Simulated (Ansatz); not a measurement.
**The perfect GaAs wire along [110], 8 atoms a period, H-terminated**

What gap, if any, does the GaAs wire along [110], 8 atoms a period, H-terminated have, and how does it change with the functional and under strain?

Calculated with Ansatz 0.2.0; DFT PBE, plane waves, PAW; relaxation of a wire's period; PAW set soft_1, in the first sound run; inputs show where later runs differ.

## 1. Starting point

The cell holds 16 atoms: 8 H, 4 Ga and 4 As. Cell: a = 15.795 Å, b = 13.446 Å, c = 4.066 Å, α = 90.0°, β = 90.0°, γ = 90.0°. Vacuum lies along a and b. The structure's axis is c.

## 2. The relaxed wire

Band widths follow the bond lengths, so the wire is relaxed first. The atoms and the third cell vector are free; the box across stays fixed as vacuum. A Fermi-Dirac smearing is set since the result may be a metal. The pressure printed is a third of the stress's trace over the whole box, vacuum included; only the stress along the axis is relaxed.

Contents of input.yaml:

```yaml
crystal:
  lattice:
    - [15.795, 0.0, 0.0]
    - [0.0, 13.446, 0.0]
    - [0.0, 0.0, 4.0658639918]
  atoms:
    - { symbol: H, position: [0.397277619, 0.252863305, 0.0] }
    - { symbol: Ga, position: [0.455030923, 0.348807422, 0.0] }
    - { symbol: H, position: [0.215257993, 0.595943864, 0.5] }
    - { symbol: H, position: [0.215257993, 0.40405563, 0.5] }
    - { symbol: Ga, position: [0.273011296, 0.499999747, 0.5] }
    - { symbol: As, position: [0.546040736, 0.651192071, 0.5] }
    - { symbol: As, position: [0.546040736, 0.348807422, 0.5] }
    - { symbol: H, position: [0.602697458, 0.745314465, 0.5] }
    - { symbol: H, position: [0.602697458, 0.254685029, 0.5] }
    - { symbol: Ga, position: [0.637050549, 0.499999747, 0.5] }
    - { symbol: As, position: [0.36402111, 0.499999747, 0.0] }
    - { symbol: H, position: [0.397277619, 0.747136188, 0.0] }
    - { symbol: Ga, position: [0.455030923, 0.651192071, 0.0] }
    - { symbol: As, position: [0.728060362, 0.499999747, 0.0] }
    - { symbol: H, position: [0.784717084, 0.59412214, 0.0] }
    - { symbol: H, position: [0.784717084, 0.405877353, 0.0] }
kpoints:
  mp_grid: { grid: [1, 1, 20] }
scf:
  occupations: { method: fermi_dirac, width: 0.05 }
hamiltonian:
  xc: pbe
  pseudopotentials: { kind: paw, azcp: { folder: soft_1 } }
relax:
  cell: { fix: [a, b, alpha, beta, gamma] }
  max_steps: 45
  f_tol: 0.03
```

Command:

```
ansatz run input.yaml --threads 4 --pin off --max-ram 16384MiB --backend cpu --events-out ev --progress --plain --runs-dir out
```

Numbers of over 12 decimals in the logs are rounded to 6 here.

The program printed:

```text
Engine: ansatz 0.2.0, aarch64-unknown-linux-gnu
Pseudopotentials: kind: paw
Pseudopotential: H, paw, valence charge 1, recommended cutoff 420 eV (normal), soft_1/H.paw.azcp
Pseudopotential: Ga, paw, valence charge 13, recommended cutoff 420 eV (normal), soft_1/Ga.paw.azcp
Pseudopotential: As, paw, valence charge 15, recommended cutoff 420 eV (normal), soft_1/As.paw.azcp
Functional definition: PBE
  parameter kappa = 0.804
  parameter beta = 0.066725
  exchange = pbe_x(kappa = kappa, mu = beta*pi^2/3)
  correlation = pbe_c(beta = beta)
Crystal: 16 atoms, lattice volume = 863.506 Å³
Basis set: ecut = 420 eV, 16909 PW (Γ), exchange–correlation on 216×180×60 points (8 copies of the dense FFT grid, shifted against one another)
Bands: 76, of which v1, the nominal top of the filled ones, is band 60 counted from 1 (59 counted from 0)
Symmetry: 4 space group operations
Space group: Pmm2 (ITA 25), of the structure as read, at distance tolerance 9.5e-5 Å
k-points: 11 of 20
Non-local potential: H, projectors of the file, l = 0: 2, l = 1: 1
Non-local potential: Ga, projectors of the file, l = 0: 2, l = 1: 2, l = 2: 3, l = 3: 1
Non-local potential: As, projectors of the file, l = 0: 2, l = 1: 2, l = 2: 3, l = 3: 1
PAW form: soft (Blöchl's): semilocal exchange-correlation on the pseudo side does not see the compensation charge
PAW one-centre angular grid: H, 110 points (default); XC on 64 Gauss nodes
PAW one-centre angular grid: Ga, 590 points (default); XC on 64 Gauss nodes
PAW one-centre angular grid: As, 590 points (default); XC on 64 Gauss nodes
Initial density: superposition of atomic densities (neutral atoms: chi_scale 0, normalization atom)
Initial wavefunctions: pseudopotential atomic-orbital guess
Functional: x = pbe(κ = 0.804, μ = 0.219515), c = pbe(β = 0.066725)
SCF iter   1: F=—  HF=-34685.920257 eV  |F-HF|=—  |Δ(HF+E_count)|=         —  Δρ=3.13e-2  dr2=9.74e0  ethr=3.10e-3  ⟨swp⟩=7.1  Hψ=3665  notcnv=0  defer=7
preconditioner: auto → Resta (q_TF=auto, 1.964 Å⁻¹)  ε∞=1.7  [insulator: Δε(μ)=2.530 eV  Ē_g=13.788 eV  σ=0.050 eV  W_gap=1.00  n_scr=110 (ndim 8)  ℏωp=11.3 eV  f_vac=0.624  D(μ)=0.00/eV (n_scr^D=0)  ε∞_Penn≈1.7  vacuum switching on, ρ_ref=1.4e-2 e/Å³]
SCF iter   2: F=—  HF=-34683.426476 eV  |F-HF|=—  |Δ(HF+E_count)|=    2.49e0  Δρ=1.37e-2  dr2=1.79e0  ethr=3.10e-3  ⟨swp⟩=3.0  Hψ=1270  notcnv=0  defer=120
SCF iter   3: F=—  HF=-34683.088225 eV  |F-HF|=—  |Δ(HF+E_count)|=   3.38e-1  Δρ=5.68e-3  dr2=4.46e-1  ethr=1.49e-3  ⟨swp⟩=3.6  Hψ=1273  notcnv=0  defer=94
SCF iter   4: F=—  HF=-34683.003372 eV  |F-HF|=—  |Δ(HF+E_count)|=   8.49e-2  Δρ=1.16e-3  dr2=1.58e-2  ethr=3.72e-4  ⟨swp⟩=3.1  Hψ=1302  notcnv=0  defer=114
SCF iter   5: F=—  HF=-34683.003501 eV  |F-HF|=—  |Δ(HF+E_count)|=   1.29e-4  Δρ=6.23e-4  dr2=2.33e-3  ethr=1.32e-5  ⟨swp⟩=2.0  Hψ=1245  notcnv=0  defer=114
SCF iter   6: F=—  HF=-34683.003419 eV  |F-HF|=—  |Δ(HF+E_count)|=   8.22e-5  Δρ=1.72e-4  dr2=1.74e-4  ethr=1.94e-6  ⟨swp⟩=2.0  Hψ=1107  notcnv=0  defer=114
SCF iter   7: F=—  HF=-34683.003583 eV  |F-HF|=—  |Δ(HF+E_count)|=   1.64e-4  Δρ=4.17e-5  dr2=1.39e-5  ethr=1.45e-7  ⟨swp⟩=2.0  Hψ=1107  notcnv=0  defer=114
SCF iter   8: F=—  HF=-34683.003644 eV  |F-HF|=—  |Δ(HF+E_count)|=   6.12e-5  Δρ=1.51e-5  dr2=2.08e-6  ethr=1.16e-8  ⟨swp⟩=2.0  Hψ=1267  notcnv=0  defer=114
SCF iter   9: F=—  HF=-34683.003646 eV  |F-HF|=—  |Δ(HF+E_count)|=   1.32e-6  Δρ=5.41e-6  dr2=4.16e-7  ethr=1.73e-9  ⟨swp⟩=2.0  Hψ=1162  notcnv=0  defer=114
SCF iter  10: F=-34683.003646 eV  HF=-34683.003646 eV  |F-HF|=1.05e-8  |Δ(HF+E_count)|=   1.54e-7  Δρ=1.51e-6  dr2=3.54e-8  ethr=8.33e-11  ⟨swp⟩=4.5  Hψ=2880  notcnv=0
SCF 1 converged in 10 iterations: F = -34683.003646 eV  dr2 = 3.54e-8
  greatest PAW one-centre occupation: 0.999 electrons in one spin orbital (limit 2), on the As atom at site 13 (counted from 0), in its partial waves of l = 2
relax step   1: F+E_penalty+E_count = -34683.00364597 eV  Δ(F+E_penalty+E_count) = +0.000e0 eV  max|allowed force component| = 9.100e-1 eV/Å  Δτ_max = 0.0000 Å  P = -0.259 GPa  Ω = 863.506 Å³  fix = [a, b, alpha, beta, gamma]  reactions: a -0.398, b -0.860 GPa  (10 SCF iters, dr2 threshold 1.00e-7 eV, accepted)
Crystal: 16 atoms, lattice volume = 869.667 Å³
Basis set: ecut = 420 eV, 17025 PW (Γ), exchange–correlation on 216×180×60 points (8 copies of the dense FFT grid, shifted against one another)
Initial density: handed on by an earlier stage of this run
Initial wavefunctions: those handed on with the density
iter 1 solved again at ethr=4.04e-4 eV; its pass at ethr=3.10e-3 eV (dr2=4.85e-1 eV) is discarded
SCF iter   1: F=—  HF=-34683.368105 eV  |F-HF|=—  |Δ(HF+E_count)|=         —  Δρ=9.20e-3  dr2=4.90e-1  ethr=4.04e-4  ⟨swp⟩=2.5  Hψ=3840  notcnv=0
preconditioner: auto → Resta (q_TF=auto, 1.961 Å⁻¹)  ε∞=1.7  [insulator: Δε(μ)=1.091 eV  Ē_g=13.609 eV  σ=0.050 eV  W_gap=1.00  n_scr=110 (ndim 8)  ℏωp=11.3 eV  f_vac=0.672  D(μ)=0.00/eV (n_scr^D=0)  ε∞_Penn≈1.7  vacuum switching on, ρ_ref=1.3e-2 e/Å³]
SCF iter   2: F=—  HF=-34683.283168 eV  |F-HF|=—  |Δ(HF+E_count)|=   8.49e-2  Δρ=4.52e-3  dr2=9.14e-2  ethr=4.04e-4  ⟨swp⟩=4.5  Hψ=1417  notcnv=0
SCF iter   3: F=—  HF=-34683.285614 eV  |F-HF|=—  |Δ(HF+E_count)|=   2.45e-3  Δρ=1.17e-3  dr2=3.58e-2  ethr=7.62e-5  ⟨swp⟩=3.0  Hψ=1274  notcnv=0  defer=103
SCF iter   4: F=—  HF=-34683.278879 eV  |F-HF|=—  |Δ(HF+E_count)|=   6.74e-3  Δρ=3.84e-4  dr2=1.23e-3  ethr=2.99e-5  ⟨swp⟩=2.3  Hψ=956  notcnv=0  defer=103
SCF iter   5: F=—  HF=-34683.279058 eV  |F-HF|=—  |Δ(HF+E_count)|=   1.79e-4  Δρ=1.05e-4  dr2=1.24e-4  ethr=1.03e-6  ⟨swp⟩=2.0  Hψ=1276  notcnv=0  defer=103
SCF iter   6: F=—  HF=-34683.279051 eV  |F-HF|=—  |Δ(HF+E_count)|=   6.50e-6  Δρ=3.92e-5  dr2=1.44e-5  ethr=1.04e-7  ⟨swp⟩=2.0  Hψ=1228  notcnv=0  defer=103
SCF iter   7: F=—  HF=-34683.279054 eV  |F-HF|=—  |Δ(HF+E_count)|=   3.08e-6  Δρ=1.22e-5  dr2=1.60e-6  ethr=1.20e-8  ⟨swp⟩=2.0  Hψ=1173  notcnv=0  defer=103
SCF iter   8: F=-34683.279055 eV  HF=-34683.279055 eV  |F-HF|=1.02e-7  |Δ(HF+E_count)|=   4.22e-7  Δρ=3.89e-6  dr2=2.27e-7  ethr=1.33e-9  ⟨swp⟩=4.1  Hψ=2639  notcnv=0
SCF 2 converged in 8 iterations: F = -34683.279055 eV  dr2 = 2.27e-7
relax step   2: F+E_penalty+E_count = -34683.27905453 eV  Δ(F+E_penalty+E_count) = -2.754e-1 eV  max|allowed force component| = 6.424e-1 eV/Å  Δτ_max = 0.1945 Å  P = -0.101 GPa  Ω = 869.667 Å³  energy of the carried Pulay correction = -7.936e-4 eV  fix = [a, b, alpha, beta, gamma]  reactions: a -0.278, b -0.327 GPa  (8 SCF iters, dr2 threshold 1.60e-6 eV, accepted)
Crystal: 16 atoms, lattice volume = 875.036 Å³
Basis set: ecut = 420 eV, 17077 PW (Γ), exchange–correlation on 216×180×60 points (8 copies of the dense FFT grid, shifted against one another)
iter 1 solved again at ethr=5.31e-5 eV; its pass at ethr=3.10e-3 eV (dr2=6.37e-2 eV) is discarded
SCF iter   1: F=—  HF=-34683.366737 eV  |F-HF|=—  |Δ(HF+E_count)|=         —  Δρ=3.65e-3  dr2=6.65e-2  ethr=5.31e-5  ⟨swp⟩=2.5  Hψ=3306  notcnv=0
preconditioner: auto → Resta (q_TF=auto, 1.959 Å⁻¹)  ε∞=1.7  [insulator: Δε(μ)=1.207 eV  Ē_g=13.684 eV  σ=0.050 eV  W_gap=1.00  n_scr=118 (ndim 8)  ℏωp=11.2 eV  f_vac=0.672  D(μ)=0.00/eV (n_scr^D=0)  ε∞_Penn≈1.7  vacuum switching on, ρ_ref=1.4e-2 e/Å³]
SCF iter   2: F=—  HF=-34683.356727 eV  |F-HF|=—  |Δ(HF+E_count)|=   1.00e-2  Δρ=1.74e-3  dr2=1.28e-2  ethr=5.31e-5  ⟨swp⟩=3.4  Hψ=1256  notcnv=0
SCF iter   3: F=—  HF=-34683.357069 eV  |F-HF|=—  |Δ(HF+E_count)|=   3.43e-4  Δρ=5.00e-4  dr2=5.09e-3  ethr=1.06e-5  ⟨swp⟩=2.8  Hψ=1247  notcnv=0
SCF iter   4: F=—  HF=-34683.356014 eV  |F-HF|=—  |Δ(HF+E_count)|=   1.06e-3  Δρ=1.11e-4  dr2=1.13e-4  ethr=4.24e-6  ⟨swp⟩=2.5  Hψ=1178  notcnv=0
SCF iter   5: F=—  HF=-34683.356090 eV  |F-HF|=—  |Δ(HF+E_count)|=   7.60e-5  Δρ=3.73e-5  dr2=1.25e-5  ethr=9.43e-8  ⟨swp⟩=2.0  Hψ=1351  notcnv=0  defer=1
SCF iter   6: F=-34683.356090 eV  HF=-34683.356091 eV  |F-HF|=1.18e-6  |Δ(HF+E_count)|=   1.04e-6  Δρ=1.14e-5  dr2=1.49e-6  ethr=1.33e-9  ⟨swp⟩=5.0  Hψ=3085  notcnv=0
SCF 3 converged in 6 iterations: F = -34683.356090 eV  dr2 = 1.49e-6
relax step   3: F+E_penalty+E_count = -34683.35608962 eV  Δ(F+E_penalty+E_count) = -7.704e-2 eV  max|allowed force component| = 1.477e-1 eV/Å  Δτ_max = 0.0878 Å  P = -0.021 GPa  Ω = 875.036 Å³  energy of the carried Pulay correction = -1.481e-3 eV  fix = [a, b, alpha, beta, gamma]  reactions: a -0.089, b -0.098 GPa  (6 SCF iters, dr2 threshold 1.60e-6 eV, accepted)
[...]
relax step   4: F+E_penalty+E_count = -34683.36024039 eV  Δ(F+E_penalty+E_count) = -4.151e-3 eV  max|allowed force component| = 1.742e-2 eV/Å  Δτ_max = 0.0228 Å  P = +0.006 GPa  Ω = 878.469 Å³  energy of the carried Pulay correction = -1.918e-3 eV  fix = [a, b, alpha, beta, gamma]  reactions: a -0.033, b +0.014 GPa  (5 SCF iters, dr2 threshold 1.36e-6 eV, accepted)
Initial wavefunctions: pseudopotential atomic-orbital guess (no wavefunctions were taken with the density)
iter 1 solved again at ethr=6.86e-7 eV; its pass at ethr=3.10e-3 eV (dr2=8.24e-4 eV) is discarded
SCF iter   1: F=—  HF=-34683.349624 eV  |F-HF|=—  |Δ(HF+E_count)|=         —  Δρ=1.38e-4  dr2=5.35e-6  ethr=6.86e-7  ⟨swp⟩=3.4  Hψ=5436  notcnv=0
preconditioner: auto → Resta (q_TF=auto, 1.958 Å⁻¹)  ε∞=1.7  [insulator: Δε(μ)=1.356 eV  Ē_g=13.669 eV  σ=0.050 eV  W_gap=1.00  n_scr=118 (ndim 8)  ℏωp=11.2 eV  f_vac=0.673  D(μ)=0.00/eV (n_scr^D=0)  ε∞_Penn≈1.7  vacuum switching on, ρ_ref=1.4e-2 e/Å³]
SCF iter   2: F=—  HF=-34683.358074 eV  |F-HF|=—  |Δ(HF+E_count)|=   8.45e-3  Δρ=6.97e-5  dr2=1.75e-6  ethr=4.46e-9  ⟨swp⟩=3.0  Hψ=1528  notcnv=0
SCF iter   3: F=—  HF=-34683.361550 eV  |F-HF|=—  |Δ(HF+E_count)|=   3.48e-3  Δρ=2.55e-5  dr2=3.95e-7  ethr=1.46e-9  ⟨swp⟩=3.0  Hψ=1441  notcnv=0
SCF iter   4: F=—  HF=-34683.362403 eV  |F-HF|=—  |Δ(HF+E_count)|=   8.53e-4  Δρ=1.51e-6  dr2=3.89e-8  ethr=3.29e-10  ⟨swp⟩=3.0  Hψ=1470  notcnv=0
SCF iter   5: F=—  HF=-34683.362406 eV  |F-HF|=—  |Δ(HF+E_count)|=   3.34e-6  Δρ=6.03e-7  dr2=9.42e-9  ethr=3.24e-11  ⟨swp⟩=2.0  Hψ=1111  notcnv=0
SCF iter   6: F=—  HF=-34683.362406 eV  |F-HF|=—  |Δ(HF+E_count)|=   3.64e-8  Δρ=3.44e-7  dr2=2.82e-9  ethr=7.85e-12  ⟨swp⟩=2.0  Hψ=1111  notcnv=0
SCF iter   7: F=-34683.362406 eV  HF=-34683.362406 eV  |F-HF|=1.72e-9  |Δ(HF+E_count)|=   1.92e-7  Δρ=7.63e-8  dr2=9.62e-11  ethr=1.00e-12  ⟨swp⟩=3.2  Hψ=3298  notcnv=0
SCF 5 converged in 7 iterations: F = -34683.362406 eV  dr2 = 9.62e-11
relax step   5: F+E_penalty+E_count = -34683.36240625 eV  Δ(F+E_penalty+E_count) = -2.166e-3 eV  max|allowed force component| = 1.728e-2 eV/Å  Δτ_max = 0.0000 Å  P = +0.008 GPa  Ω = 878.469 Å³  fix = [a, b, alpha, beta, gamma]  reactions: a -0.032, b +0.014 GPa  stress off target by 4.15e-2 GPa on what of the cell is left free  SCF on the basis re-selected at this cell (its energy is not comparable with the rows above)  (7 SCF iters)
basis re-selected at this cell: Δ(F+E_penalty+E_count) = -2.166e-3 eV, ΔP = +0.002 GPa vs the last step (what re-selecting the basis moved, of the pressure what is left beyond the Pulay correction that the steps carried, after the strain that the cell walked since its last selection, with what the two solves' SCF thresholds leave and, on support functions, any second-order correction that the steps lacked; it is no m [...]
SCF converged after 7 iterations
Free energy (F): -34683.362406 eV
Harris-Foulkes:  -34683.362406 eV  (|F-HF|=1.72e-9)
Internal energy: -34683.362406 eV  (E = F + TS)
E sigma→0 (E₀):  -34683.362406 eV
Entropy (-TS):   -0.000000 eV (-0.000 meV/atom)
Fermi energy:    -1.484128 eV
--- Per-component energies (eV) ---
  E_band       = -2431.018169
  E_kinetic    = 936.359648
  E_local      = -55068.001779  (includes V_loc(G=0)·N_el)
  E_nonlocal   = -1939.678832
  E_hartree    = 28163.399734
  E_xc         = -601.127656
  E_vxc        = -603.759733  (∫ρ·V_xc dr)
  E_paw        = -16024.148216  (= ΣΔE_a)
  E_vpaw       = -2082.728308  (= ΣTr[D̂ρ^β])
  E_aug_tail   = -0.008250  (compensation charges beyond the density's cutoff)
  E_ewald      = 9849.842946
  E_smearing   = -0.000000  (= −TS)
  E_closure    = 0.000000  (closes the sum)
  Σ components = -34683.362406   (vs F -34683.362406, Δ=0.00e0)
--- Forces (eV/Å), atoms counted from 1 ---
  atom   1  H      0.00560394    -0.00750269     0.00000000
  atom   2  Ga     0.00368160    -0.00124476     0.00000000
  atom   3  H      0.00756242    -0.00531898     0.00000000
  atom   4  H      0.00756242     0.00531898     0.00000000
  atom   5  Ga    -0.01235682     0.00000000     0.00000000
  atom   6  As    -0.00993920    -0.00083746     0.00000000
  atom   7  As    -0.00993920     0.00083746     0.00000000
  atom   8  H      0.00202433    -0.00194837     0.00000000
  atom   9  H      0.00202433     0.00194837     0.00000000
  atom  10  Ga     0.00726202     0.00000000     0.00000000
  atom  11  As    -0.01727651     0.00000000     0.00000000
  atom  12  H      0.00560394     0.00750269     0.00000000
  atom  13  Ga     0.00368160     0.00124476     0.00000000
  atom  14  As    -0.00628889     0.00000000     0.00000000
  atom  15  H      0.00539943    -0.00235892     0.00000000
  atom  16  H      0.00539943     0.00235892     0.00000000
  max |Σ_I F_I| component: 4.86e-6 eV/Å
--- Stress (GPa, compression-positive) ---
       -0.031843       0.000000       0.000000
        0.000000       0.013860       0.000000
        0.000000       0.000000       0.041505
  P = ⅓ Tr σ = 0.0078 GPa (0.078 kbar)
--- Relaxed structure (4 steps of the walk, 4 accepted, 1 SCFs on fresh bases) ---
  F+E_penalty+E_count = -34683.36240625 eV   max|allowed force component| = 1.728e-2 eV/Å   (the final SCF, on the basis selected at the relaxed cell)
  cell:  # Å, volume = 878.4686 Å³
    - [15.795, 0.0, 0.0]
    - [0.0, 13.446, 0.0]
    - [0.0, 0.0, 4.136314]
  atoms:
    - { symbol: H, position: [0.404267, 0.245364, 0.0] }
    - { symbol: Ga, position: [0.448954, 0.349126, 0.0] }
    - { symbol: H, position: [0.224768, 0.602943, 0.5] }
    - { symbol: H, position: [0.224768, 0.397057, 0.5] }
    - { symbol: Ga, position: [0.271241, 0.5, 0.5] }
    - { symbol: As, position: [0.541335, 0.646164, 0.5] }
    - { symbol: As, position: [0.541335, 0.353836, 0.5] }
    - { symbol: H, position: [0.603777, 0.732891, 0.5] }
    - { symbol: H, position: [0.603777, 0.267109, 0.5] }
    - { symbol: Ga, position: [0.631308, 0.5, 0.5] }
    - { symbol: As, position: [0.364454, 0.5, 0.0] }
    - { symbol: H, position: [0.404267, 0.754636, 0.0] }
    - { symbol: Ga, position: [0.448954, 0.650874, 0.0] }
    - { symbol: As, position: [0.721574, 0.5, 0.0] }
    - { symbol: H, position: [0.784704, 0.585269, 0.0] }
    - { symbol: H, position: [0.784704, 0.414731, 0.0] }
```

It took 95 s on 4 threads of Arm Neoverse V1, shared host; peak memory 1.8 GiB; 6.2 min of CPU time.

Step by step:

| step | energy less that of the first step (eV) | largest force component (eV/Å) | pressure (GPa) | volume (Å³) |
| --- | --- | --- | --- | --- |
| 1 | 0.0000 | 0.9100 | -0.26 | 863.51 |
| 2 | -0.2754 | 0.6424 | -0.10 | 869.67 |
| 3 | -0.3524 | 0.1477 | -0.02 | 875.04 |
| 4 | -0.3566 | 0.0174 | 0.01 | 878.47 |
| 5* | -0.3588 | 0.0173 | 0.01 | 878.47 |

Relaxation steps marked * repeat the geometry before them on a plane-wave basis chosen anew for their cell, so energy and pressure can jump there.

The run keeps the 4 symmetry operations that it works with, so distortions that break them were not tested.

| cell as run | before | after | change |
| --- | --- | --- | --- |
| c (Å) | 4.066 | 4.136 | +1.7 % |

The atoms that moved most (Å, along periodic axes as changes of fractional coordinates times the final cell, across vacuum about the mean position):

| atom | dx | dy | dz | length |
| --- | --- | --- | --- | --- |
| H4 | 0.150 | -0.094 | 0.000 | 0.177 |
| H3 | 0.150 | 0.094 | 0.000 | 0.177 |
| H8 | 0.017 | -0.167 | 0.000 | 0.168 |
| H9 | 0.017 | 0.167 | 0.000 | 0.168 |
| H12 | 0.110 | 0.101 | 0.000 | 0.150 |
| H1 | 0.110 | -0.101 | 0.000 | 0.150 |
| H16 | 0.000 | 0.119 | 0.000 | 0.119 |
| H15 | 0.000 | -0.119 | 0.000 | 0.119 |

This step gave:

```
cell length along the wire : 4.136 Å
```

The cell's length comes to 4.136 Å with spin left out.

(Part 1 of 3 ends here.)

[Logs are printed without paths, hosts, clocks, repeated set-up lines and the standing remarks that a program may print on its own settings, such as how far it seeks lower states.]

[Hosts, paths, dates, database ids (printed as entryN), source tags and the programs' standing remarks are cut or masked in the printed files.]
